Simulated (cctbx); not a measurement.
# Accept or mend?

Cell a = 13.2540 Å, b = 13.2540 Å, c = 9.3820 Å, α = 90.00°, β = 90.00°, γ = 90.00°; space group I4/mcm (no. 140).

Simulated single-crystal data (cctbx): Mo Kα, λ = 0.71073 Å, to d = 0.7 Å, 70 % of the full sphere, strongest reflection 70000 counts, noise from counting, a 2 % proportional error and a noise floor of 15 counts (s.d.); no absorption.

An anisotropic refinement with weights 1/σ² prints:

```text
Rint 0.029, 701 unique reflections to 0.70 A
cycle     R1     wR2    GooF  max shift (A)
   1  0.0561  0.1221   7.013   0.00743
   2  0.0236  0.0532   3.058   0.00003
final R1 0.0236 wR2 0.0532 GooF 3.058  parameters 33  data/parameter 21.2
atom        x        y        z      Ueq    occ   su(xyz)  su(Uiso or U11)
In1    0.93423  0.56577  0.00000   0.0086  1.000  0.00003  0.0001
In2    0.74109  0.50092  0.50000   0.0101  1.000  0.00003  0.0002
S1     0.25000  0.75000  0.75000   0.0136  1.000  0.00000  0.0005
S2     0.00000  0.00000  0.75000   0.0183  1.000  0.00000  0.0008
Mg1    0.87586  0.37586  0.80395   0.0161  1.000  0.00024  0.0006
F1     0.62722  0.62722  0.25000  -0.0056  1.000  0.00011  0.0005  NPD
Mg2    0.00000  0.00000  0.50000   0.0169  1.000  0.00000  0.0012
Mg3    0.77084  0.27084  0.50000   0.0149  1.000  0.00017  0.0008
difference map: max 2.98 min -0.85 rms 0.27
Q1    0.1391  0.1391  0.2500   16    3.02  0.22 A from F1
Q2    0.0000  0.0000  0.0000    4    1.40  0.00 A from Mg2
Q3    0.1202  0.3798  0.2768   16    1.12  0.26 A from Mg1
Q4    0.0000  0.5000  0.0449    8    0.73  1.30 A from In1
Q5    0.0258  0.1269  0.2879   32    0.60  1.39 A from F1
Q6    0.0000  0.0000  0.0973    8    0.59  0.91 A from Mg2
```

Q: Accept it or mend it, and why?

Mend it. The fault: wrong element: F1 is Mg. Against the right model at the same level, R1 goes from 0.0090 to 0.0236 and GooF from 0.97 to 3.06, U of F1 shrinks from 0.0157 to -0.0056 Å², the top difference peak, 3.0 e/Å³, lies on F1 and F1 goes non-positive-definite. F1 has 3 electrons too few and its U shrinks to make up, as expected.

The compound is Mg11In6S3. The right model at the same level gives:

```text
Rint 0.029, 701 unique reflections to 0.70 A
cycle     R1     wR2    GooF  max shift (A)
   1  0.0243  0.0556   3.194   0.00516
   2  0.0090  0.0169   0.973   0.00000
final R1 0.0090 wR2 0.0169 GooF 0.973  parameters 33  data/parameter 21.2
atom        x        y        z      Ueq    occ   su(xyz)  su(Uiso or U11)
In1    0.93420  0.56580  0.00000   0.0085  1.000  0.00001  0.0000
In2    0.74110  0.50092  0.50000   0.0099  1.000  0.00001  0.0001
S1     0.25000  0.75000  0.75000   0.0138  1.000  0.00000  0.0002
S2     0.00000  0.00000  0.75000   0.0181  1.000  0.00000  0.0003
Mg1    0.87585  0.37585  0.80317   0.0155  1.000  0.00008  0.0002
Mg2    0.62728  0.62728  0.25000   0.0157  1.000  0.00004  0.0002
Mg3    0.00000  0.00000  0.50000   0.0156  1.000  0.00000  0.0004
Mg4    0.77071  0.27071  0.50000   0.0144  1.000  0.00005  0.0003
difference map: max 0.57 min -0.69 rms 0.14
Q1    0.0202  0.1858  0.0000   16    0.59  0.78 A from In2
Q2    0.1414  0.1717  0.0335   32    0.55  1.78 A from Mg4
Q3    0.2273  0.2727  0.3189   16    0.54  0.77 A from S1
Q4    0.1921  0.3079  0.1675   16    0.53  1.33 A from S1
Q5    0.0000  0.5000  0.0485    8    0.49  1.31 A from In1
Q6    0.0480  0.2911  0.3750   32    0.46  1.48 A from In2
```

The model is made up (kin elements in a known structure type, no relaxation), so it says nothing on whether the phase exists.

[Middle refinement cycles are left out of these outputs.]

[Logs are printed without paths, hosts, clocks, repeated set-up lines and the standing remarks that a program may print on its own settings, such as how far it seeks lower states.]
